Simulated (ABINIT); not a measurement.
# TiO2 (Pbcn): bands and cutoff in G0W0 with ABINIT

What does each rung of G0W0 on TiO2 (Pbcn) cost, and what does it buy?

Main program and level: ABINIT 10.8.3; LDA and many-body steps on it, plane waves.

## (1) The structure

It takes space group Pbcn (No. 60, orthorhombic). The conventional cell has a = 4.545 Å, b = 5.520 Å, c = 4.909 Å, α = 90.00°, β = 90.00°, γ = 90.00°. Nearest to Ti lie 6 O at 1.88 to 2.09 Å. O has 3 Ti at 1.88 to 2.09 Å nearest. Farther neighbours and most contacts between anions are not listed.

The cell and positions are those that the Materials Project relaxed with its own functionals (PBE, PBE+U or r2SCAN), kept fixed. This is not the form that TiO2 usually takes at ambient conditions.

## (2) Empty states on the mesh, 2×2×2 mesh, 601 bands

This step: ABINIT 10.8.3; DFT, LDA, plane waves, norm-conserving pseudopotentials.

The sums over transitions need many empty states on a uniform mesh; this step solves for them.

run.abi reads:

```
acell 3*1.0 Angstrom
rprim 
  4.545349550000 0.000000000000 0.000000000000
  0.000000000000 5.519619440000 0.000000000000
  0.000000000000 0.000000000000 4.909196860000
ntypat 2
znucl 22 8
natom 12
typat 1 1 1 1 2 2 2 2 2 2 2 2
xred 
  0.500000000000 0.672990930000 0.750000000000
  0.000000000000 0.827009070000 0.250000000000
  0.500000000000 0.327009070000 0.250000000000
  0.000000000000 0.172990930000 0.750000000000
  0.728549380000 0.618275360000 0.081350920000
  0.228549380000 0.881724640000 0.918649080000
  0.771450620000 0.881724640000 0.581350920000
  0.271450620000 0.618275360000 0.418649080000
  0.728549380000 0.381724640000 0.581350920000
  0.228549380000 0.118275360000 0.418649080000
  0.771450620000 0.118275360000 0.081350920000
  0.271450620000 0.381724640000 0.918649080000
pp_dirpath "pseudos"
pseudos "Ti.upf, O.upf"
ecut 38
ngkpt 2 2 2
nshiftk 1
shiftk 0 0 0
kptopt 1
chksymbreak 0
iscf -2
irdden 1
istwfk *1
nband 601
nbdbuf 54
tolwfr 1e-09
nstep 60
prtvol 0
indata_prefix "in"
outdata_prefix "out"
tmpdata_prefix "tmp"
```

Run with:

```bash
$ OMP_NUM_THREADS=1 mpirun -n 4 abinit run.abi > log
```

Numbers of over 12 decimals in the logs are rounded to 6 here.

Log:

```text
.Version 10.8.3 of ABINIT. v10.8.2 released Aug 2026.

 Symmetries : space group Pb c n (# 60); Bravais oP (primitive ortho.)
[... echo of the input left out ...]
== DATASET  1 ==================================================================
-   mpi_nproc: 4, omp_nthreads: 1 (-1 if OMP is not activated)

--- !DatasetInfo
iteration_state: {dtset: 1, }
dimensions: {natom: 12, nkpt: 8, mband: 601, nsppol: 1, nspinor: 1, nspden: 1, mpw: 9332, }
cutoff_energies: {ecut:  38.0, pawecutdg:  -1.0, }
[...]
5.45758    5.47255    5.47526    5.47545    5.48050    5.48647    5.48993    5.49460
   5.49785    5.50497    5.51142    5.54195    5.55326    5.55886    5.56743    5.57376
   5.59240
 prteigrs : prtvol=0 or 1, do not print more k-points.

== END DATASET(S) ==============================================================
================================================================================

 -outvars: echo values of variables after computation  --------
            nband         601
             nkpt           8
          spgroup          60
 [... the other variables as echoed above ...]

 Calculation completed.
```

Wall time 19 min (4 MPI ranks of Arm Neoverse V1, shared host); peak memory 1.1 GiB; 77 min of CPU time.

This step gave:

* gap: 2.560 eV
* k of the valence top: 0, 0, 0
* k of the conduction bottom: 0, 0, 0.5
* least direct gap: 2.631 eV
* k points computed: 8
* lowest point of the top converged band, above the valence top: 134.7453 eV

On this mesh the gap is 2.560 eV.

The density comes from a self-consistent run that is not shown.

## (3) Screening, 2×2×2 mesh, 147 bands, screening to 68.6 eV

The RPA dielectric matrix is built and inverted for each q.

This step: RPA screening on LDA, plane waves, norm-conserving pseudopotentials.

run.abi, as its differences from that of step 2:

```diff
@@ -30,10 +30,11 @@
 chksymbreak 0
-iscf -2
-irdden 1
 istwfk *1
-nband 601
-nbdbuf 54
-tolwfr 1e-09
-nstep 60
-prtvol 0
+occopt 1
+irdwfk 1
+optdriver 3
+nband 147
+ecuteps 2.52
+inclvkb 2
+awtr 1
+symchi 1
 indata_prefix "in"
```

Log:

```text
.Version 10.8.3 of ABINIT. v10.8.2 released Aug 2026.

 Symmetries : space group Pb c n (# 60); Bravais oP (primitive ortho.)
[... echo of the input left out ...]
== DATASET  1 ==================================================================
-   mpi_nproc: 4, omp_nthreads: 1 (-1 if OMP is not activated)

--- !DatasetInfo
iteration_state: {dtset: 1, }
dimensions: {natom: 12, nkpt: 8, mband: 147, nsppol: 1, nspinor: 1, nspden: 1, mpw: 9332, }
cutoff_energies: {ecut:  38.0, pawecutdg:  -1.0, }
electrons: {nelect:   9.60000000E+01, charge:   0.00000000E+00, occopt:   1.00000000E+00, tsmear:   1.00000000E-02, }

 SCREENING: Calculation of the susceptibility and dielectric matrices

 Based on a program developped by R.W. Godby, V. Olevano, G. Onida, and L. Reining.
 Incorporated in ABINIT by V. Olevano, G.-M. Rignanese, and M. Torrent.
.Using double precision arithmetic ; gwpc =  8

[... cell and pseudopotentials left out ...]
--------------------------------------------------------------------------------

 ==== K-mesh for the wavefunctions ====
 Number of points in the irreducible wedge :     8
[... list of points left out ...]
 Together with  8 symmetry operations and time-reversal symmetry
 yields     8 points in the full Brillouin Zone.

 ==== Q-mesh for the screening function ====
 Number of points in the irreducible wedge :     8
[... list of points left out ...]
 Together with  8 symmetry operations and time-reversal symmetry
 yields     8 points in the full Brillouin Zone.

 setmesh: FFT mesh size selected  =    30x   40x   36
          total number of points  =        43200

 vcoul_init : cutoff-mode = AUXILIARY_FUNCTION
 q-points for optical limit:   1
     1)      0.000010    0.000020    0.000030

- screening: taking advantage of time-reversal symmetry
- Maximum band index for partially occupied states nbvw = 48
- Remaining bands to be divided among processors   nbcw = 99
- Number of bands treated by each node ~24

 Number of electrons calculated from density =   96.0000; Expected =   96.0000
 average of density, n =  0.115502
 r_s =    1.2738
 omega_plasma =   32.7831 [eV]

 calculating chi0 at frequencies [eV] :
  1    0.000000E+00    0.000000E+00
  2    0.000000E+00    3.278306E+01

--------------------------------------------------------------------------------
  q-point number  1        q = ( 0.000000, 0.000000, 0.000000) [r.l.u.]
--------------------------------------------------------------------------------
[... chi0 elements left out ...]
 For q-point:  0.000010 0.000020 0.000030
  dielectric constant =   7.6320
  dielectric constant without local fields =   7.9313

  Average fulfillment of the sum rule on Im[epsilon] for q-point    1 :     46.59  [%]
[... wings left out ...]
  q-point number  2        q = ( 0.500000, 0.000000, 0.000000) [r.l.u.]
--------------------------------------------------------------------------------
[... chi0 elements left out ...]
  Average fulfillment of the sum rule on Im[epsilon] for q-point    2 :     51.98  [%]

 [... 6 further q-points ...]
```

Elapsed: 2.8 min, on 4 MPI ranks; peak memory 2.6 GiB.

This step gave:

| Quantity | Value |
| --- | --- |
| ε∞ with local fields, on this mesh, along the program's q direction | 7.632 |
| the same without local fields | 7.931 |
| plasma frequency | 32.78 eV |
| plane waves in the screening matrix | 155 |

Local fields lower ε∞ by 4 %. On a Γ-centred mesh this coarse the value itself is usually too large, while a short band sum pulls it down.

## (4) 147 bands, 68.6 eV

The self-energy is evaluated for the states that the input lists, and the levels follow from it, in one-shot runs by the linearised quasiparticle equation.

This step: G0W0 on LDA, plane waves, norm-conserving pseudopotentials.

run.abi, as its differences from that of step 3:

```diff
@@ -33,8 +33,29 @@
 irdwfk 1
-optdriver 3
+optdriver 4
 nband 147
+gwcalctyp 0
+ecutsigx 38
+symsigma 1
+nkptgw 8
+kptgw 
+  0.0000000000 0.0000000000 0.0000000000
+  0.0000000000 0.0000000000 0.5000000000
+  0.5000000000 0.0000000000 0.0000000000
+  0.0000000000 0.5000000000 0.0000000000
+  0.5000000000 0.5000000000 0.0000000000
+  0.5000000000 0.0000000000 0.5000000000
+  0.0000000000 0.5000000000 0.5000000000
+  0.5000000000 0.5000000000 0.5000000000
+bdgw 
+  47 50
+  47 50
+  47 50
+  47 50
+  47 50
+  45 52
+  45 52
+  45 52
 ecuteps 2.52
-inclvkb 2
-awtr 1
-symchi 1
+irdscr 1
+ppmodel 1
 indata_prefix "in"
```

Log:

```text
.Version 10.8.3 of ABINIT. v10.8.2 released Aug 2026.

 Symmetries : space group Pb c n (# 60); Bravais oP (primitive ortho.)
[... echo of the input left out ...]
== DATASET  1 ==================================================================
-   mpi_nproc: 4, omp_nthreads: 1 (-1 if OMP is not activated)

--- !DatasetInfo
iteration_state: {dtset: 1, }
dimensions: {natom: 12, nkpt: 8, mband: 147, nsppol: 1, nspinor: 1, nspden: 1, mpw: 9332, }
cutoff_energies: {ecut:  38.0, pawecutdg:  -1.0, }
electrons: {nelect:   9.60000000E+01, charge:   0.00000000E+00, occopt:   1.00000000E+00, tsmear:   1.00000000E-02, }

 SIGMA: Calculation of the GW corrections

 Based on a program developped by R.W. Godby, V. Olevano, G. Onida, and L. Reining.
 Incorporated in ABINIT by V. Olevano, G.-M. Rignanese, and M. Torrent.
.Using double precision arithmetic ; gwpc =  8

[... cell and pseudopotentials left out ...]
--------------------------------------------------------------------------------

 ==== K-mesh for the wavefunctions ====
 Number of points in the irreducible wedge :     8
[... list of points left out ...]
 Together with  8 symmetry operations and time-reversal symmetry
 yields     8 points in the full Brillouin Zone.

 ==== Q-mesh for screening function ====
 Number of points in the irreducible wedge :     8
[... list of points left out ...]
 Together with  8 symmetry operations and time-reversal symmetry
 yields     8 points in the full Brillouin Zone.

 vcoul_init : cutoff-mode = AUXILIARY_FUNCTION
 q-points for optical limit:   1
     1)      0.000010    0.000020    0.000030
 setmesh: FFT mesh size selected  =    48x   60x   54
          total number of points  =       155520

 Number of electrons calculated from density =   96.0000; Expected =   96.0000
 average of density, n =  0.115502
 r_s =    1.2738
 omega_plasma =   32.7831 [eV]

 === KS Band Gaps ===
  >>>> For spin  1
   Minimum direct gap =   2.6309 [eV], located at k-point      :   0.0000  0.0000  0.0000
   Fundamental gap    =   2.5596 [eV], Top of valence bands at :   0.0000  0.0000  0.0000
                                       Bottom of conduction at :   0.0000  0.0000  0.5000
 SIGMA fundamental parameters:
 PLASMON POLE MODEL  1
 number of plane-waves for SigmaX                 9323
 number of plane-waves for SigmaC and W            155
 number of plane-waves for wavefunctions          9323
 number of bands                                   147
 number of independent spin polarizations            1
 number of spinorial components                      1
 number of k-points in IBZ                           8
 number of q-points in IBZ                           8
 number of symmetry operations                       8
 number of k-points in BZ                            8
 number of q-points in BZ                            8
 number of frequencies for dSigma/dE                 9
 frequency step for dSigma/dE [eV]                0.25
 number of omega for Sigma on real axis              0
 max omega for Sigma on real axis  [eV]           0.00
 zcut for avoiding poles [eV]                     0.10

 EPSILON^-1 parameters (SCR file):
 dimension of the eps^-1 matrix on file            155
 dimension of the eps^-1 matrix used               155
 number of plane-waves for wavefunctions          9323
 number of bands                                   147
 number of q-points in IBZ                           8
 number of frequencies                               2
 number of real frequencies                          1
 number of imag frequencies                          1

 matrix elements of self-energy operator (all in [eV])

 Perturbative Calculation

--- !SelfEnergy_ee
iteration_state: {dtset: 1, }
kpoint     : [   0.000,    0.000,    0.000, ]
spin       : 1
KS_gap     :    2.631
QP_gap     :    4.390
Delta_QP_KS:    1.759
data: !SigmaeeData |
     Band     E0 <VxcDFT>   SigX SigC(E0)      Z dSigC/dE  Sig(E)    E-E0       E
       47   5.011 -19.853 -24.583   5.087   0.775  -0.291 -19.577   0.276   5.287
       48   5.038 -19.965 -24.561   4.984   0.775  -0.290 -19.665   0.301   5.339
       49   7.669 -20.315 -12.259  -5.436   0.787  -0.271 -18.255   2.060   9.729
       50   7.676 -20.379 -12.145  -5.555   0.786  -0.272 -18.273   2.106   9.782

--- !SelfEnergy_ee
iteration_state: {dtset: 1, }
kpoint     : [   0.000,    0.000,    0.500, ]
spin       : 1
KS_gap     :    2.873
QP_gap     :    4.620
Delta_QP_KS:    1.748
data: !SigmaeeData |
     Band     E0 <VxcDFT>   SigX SigC(E0)      Z dSigC/dE  Sig(E)    E-E0       E
       47   4.725 -19.638 -24.402   5.081   0.774  -0.292 -19.393   0.245   4.970
       48   4.725 -19.638 -24.402   5.081   0.774  -0.292 -19.393   0.245   4.970
[...]
--- !SelfEnergy_ee
iteration_state: {dtset: 1, }
kpoint     : [   0.500,    0.000,    0.000, ]
spin       : 1
KS_gap     :    3.323
QP_gap     :    5.079
Delta_QP_KS:    1.756
data: !SigmaeeData |
     Band     E0 <VxcDFT>   SigX SigC(E0)      Z dSigC/dE  Sig(E)    E-E0       E
[...]
--- !SelfEnergy_ee
iteration_state: {dtset: 1, }
kpoint     : [   0.000,    0.500,    0.000, ]
spin       : 1
KS_gap     :    2.894
QP_gap     :    4.696
Delta_QP_KS:    1.802
data: !SigmaeeData |
     Band     E0 <VxcDFT>   SigX SigC(E0)      Z dSigC/dE  Sig(E)    E-E0       E
[...]
--- !SelfEnergy_ee
iteration_state: {dtset: 1, }
kpoint     : [   0.500,    0.500,    0.000, ]
spin       : 1
KS_gap     :    3.289
QP_gap     :    5.119
Delta_QP_KS:    1.829
data: !SigmaeeData |
     Band     E0 <VxcDFT>   SigX SigC(E0)      Z dSigC/dE  Sig(E)    E-E0       E
[...]
--- !SelfEnergy_ee
iteration_state: {dtset: 1, }
kpoint     : [   0.500,    0.000,    0.500, ]
spin       : 1
KS_gap     :    3.455
QP_gap     :    5.299
Delta_QP_KS:    1.843
data: !SigmaeeData |
     Band     E0 <VxcDFT>   SigX SigC(E0)      Z dSigC/dE  Sig(E)    E-E0       E
[...]
--- !SelfEnergy_ee
iteration_state: {dtset: 1, }
kpoint     : [   0.000,    0.500,    0.500, ]
spin       : 1
KS_gap     :    3.328
QP_gap     :    5.116
Delta_QP_KS:    1.789
data: !SigmaeeData |
     Band     E0 <VxcDFT>   SigX SigC(E0)      Z dSigC/dE  Sig(E)    E-E0       E
[...]
--- !SelfEnergy_ee
iteration_state: {dtset: 1, }
kpoint     : [   0.500,    0.500,    0.500, ]
spin       : 1
KS_gap     :    3.771
QP_gap     :    5.572
Delta_QP_KS:    1.801
data: !SigmaeeData |
     Band     E0 <VxcDFT>   SigX SigC(E0)      Z dSigC/dE  Sig(E)    E-E0       E
[...]
50   7.991 -20.385 -12.535  -5.256   0.785  -0.274 -18.349   2.036  10.027
       51   7.991 -20.385 -12.535  -5.256   0.785  -0.274 -18.349   2.036  10.027
       52   7.991 -20.385 -12.535  -5.256   0.785  -0.274 -18.349   2.036  10.027

 New Fermi energy :        2.417034E-01 Ha ,    6.577083E+00 eV

 === QP Band Gaps ===
  >>>> For spin  1
   Minimum direct gap =   4.3904 [eV], located at k-point      :   0.0000  0.0000  0.0000
   Fundamental gap    =   4.2517 [eV], Top of valence bands at :   0.0000  0.0000  0.0000
                                       Bottom of conduction at :   0.0000  0.0000  0.5000

== END DATASET(S) ==============================================================
================================================================================

 -outvars: echo values of variables after computation  --------
           etotal      0.0000000000E+00
            nband         147
             nkpt           8
          spgroup          60
 [... the other variables as echoed above ...]

 Calculation completed.
```

Elapsed: 32 s, on 4 MPI ranks; peak memory 1.9 GiB.

Numbers from this step:

```yaml
g0w0_gap_on_the_mesh: 4.251 eV
starting_gap_on_the_mesh: 2.560 eV
k_of_the_valence_top: 0, 0, 0
k_of_the_conduction_bottom: 0, 0, 0.5
z_at_the_valence_top: 0.775
z_at_the_conduction_bottom: 0.789
least_direct_g0w0_gap_on_the_computed_points: 4.390 eV
```

The gap on the mesh goes from 2.56 eV to 4.25 eV, a correction of +1.69 eV.

## (5) Screening, 2×2×2 mesh, 198 bands, screening to 90.6 eV

This step: RPA screening on LDA, plane waves, norm-conserving pseudopotentials.

run.abi, as its differences from that of step 4:

```diff
@@ -33,29 +33,8 @@
 irdwfk 1
-optdriver 4
-nband 147
-gwcalctyp 0
-ecutsigx 38
-symsigma 1
-nkptgw 8
-kptgw 
-  0.0000000000 0.0000000000 0.0000000000
-  0.0000000000 0.0000000000 0.5000000000
-  0.5000000000 0.0000000000 0.0000000000
-  0.0000000000 0.5000000000 0.0000000000
-  0.5000000000 0.5000000000 0.0000000000
-  0.5000000000 0.0000000000 0.5000000000
-  0.0000000000 0.5000000000 0.5000000000
-  0.5000000000 0.5000000000 0.5000000000
-bdgw 
-  47 50
-  47 50
-  47 50
-  47 50
-  47 50
-  45 52
-  45 52
-  45 52
-ecuteps 2.52
-irdscr 1
-ppmodel 1
+optdriver 3
+nband 198
+ecuteps 3.33
+inclvkb 2
+awtr 1
+symchi 1
 indata_prefix "in"
```

Log:

```text
.Version 10.8.3 of ABINIT. v10.8.2 released Aug 2026.

 Symmetries : space group Pb c n (# 60); Bravais oP (primitive ortho.)
[... echo of the input left out ...]
== DATASET  1 ==================================================================
-   mpi_nproc: 4, omp_nthreads: 1 (-1 if OMP is not activated)

--- !DatasetInfo
iteration_state: {dtset: 1, }
dimensions: {natom: 12, nkpt: 8, mband: 198, nsppol: 1, nspinor: 1, nspden: 1, mpw: 9332, }
cutoff_energies: {ecut:  38.0, pawecutdg:  -1.0, }
electrons: {nelect:   9.60000000E+01, charge:   0.00000000E+00, occopt:   1.00000000E+00, tsmear:   1.00000000E-02, }

 SCREENING: Calculation of the susceptibility and dielectric matrices

 Based on a program developped by R.W. Godby, V. Olevano, G. Onida, and L. Reining.
 Incorporated in ABINIT by V. Olevano, G.-M. Rignanese, and M. Torrent.
.Using double precision arithmetic ; gwpc =  8

[... cell and pseudopotentials left out ...]
--------------------------------------------------------------------------------

 ==== K-mesh for the wavefunctions ====
 Number of points in the irreducible wedge :     8
[... list of points left out ...]
 Together with  8 symmetry operations and time-reversal symmetry
 yields     8 points in the full Brillouin Zone.

 ==== Q-mesh for the screening function ====
 Number of points in the irreducible wedge :     8
[... list of points left out ...]
 Together with  8 symmetry operations and time-reversal symmetry
 yields     8 points in the full Brillouin Zone.

 setmesh: FFT mesh size selected  =    32x   40x   36
          total number of points  =        46080

 vcoul_init : cutoff-mode = AUXILIARY_FUNCTION
 q-points for optical limit:   1
     1)      0.000010    0.000020    0.000030

- screening: taking advantage of time-reversal symmetry
- Maximum band index for partially occupied states nbvw = 48
- Remaining bands to be divided among processors   nbcw = 150
- Number of bands treated by each node ~37

 Number of electrons calculated from density =   96.0000; Expected =   96.0000
 average of density, n =  0.115502
 r_s =    1.2738
 omega_plasma =   32.7831 [eV]

 calculating chi0 at frequencies [eV] :
  1    0.000000E+00    0.000000E+00
  2    0.000000E+00    3.278306E+01

--------------------------------------------------------------------------------
  q-point number  1        q = ( 0.000000, 0.000000, 0.000000) [r.l.u.]
--------------------------------------------------------------------------------
[... chi0 elements left out ...]
 For q-point:  0.000010 0.000020 0.000030
  dielectric constant =   7.6090
  dielectric constant without local fields =   7.9528

  Average fulfillment of the sum rule on Im[epsilon] for q-point    1 :     55.29  [%]
[... wings left out ...]
  q-point number  2        q = ( 0.500000, 0.000000, 0.000000) [r.l.u.]
--------------------------------------------------------------------------------
[... chi0 elements left out ...]
  Average fulfillment of the sum rule on Im[epsilon] for q-point    2 :     59.79  [%]

 [... 6 further q-points ...]
```

Elapsed: 4.6 min, on 4 MPI ranks; peak memory 3 GiB; 19 min of CPU time.

This step gave:

- ε∞ with local fields, on this mesh, along the program's q direction: 7.609
- the same without local fields: 7.953
- plasma frequency: 32.78 eV
- plane waves in the screening matrix: 245

(Part 1 of 2 ends here.)

[Paths, hosts, dates, memory and timing lines, banners, echoed tables and standing remarks are left out of the program output.]

[Logs are printed without paths, hosts, clocks, repeated set-up lines and the standing remarks that a program may print on its own settings, such as how far it seeks lower states.]

[Runs of the session that timed out or met a known fault of the program may be left out.]

[Hosts, paths, dates, database ids (printed as entryN), source tags and the programs' standing remarks are cut or masked in the printed files.]

[G0W0 gaps are taken among the corrected bands and points alone; a level outside them can change the order at an edge.]

[Where Ansatz stands beside ABINIT at settings called matched, ABINIT's density can come from a denser mesh and the files from another edition; pairs whose starting gaps differed by over 0.03 eV were left out, so agreement reads better than it is.]
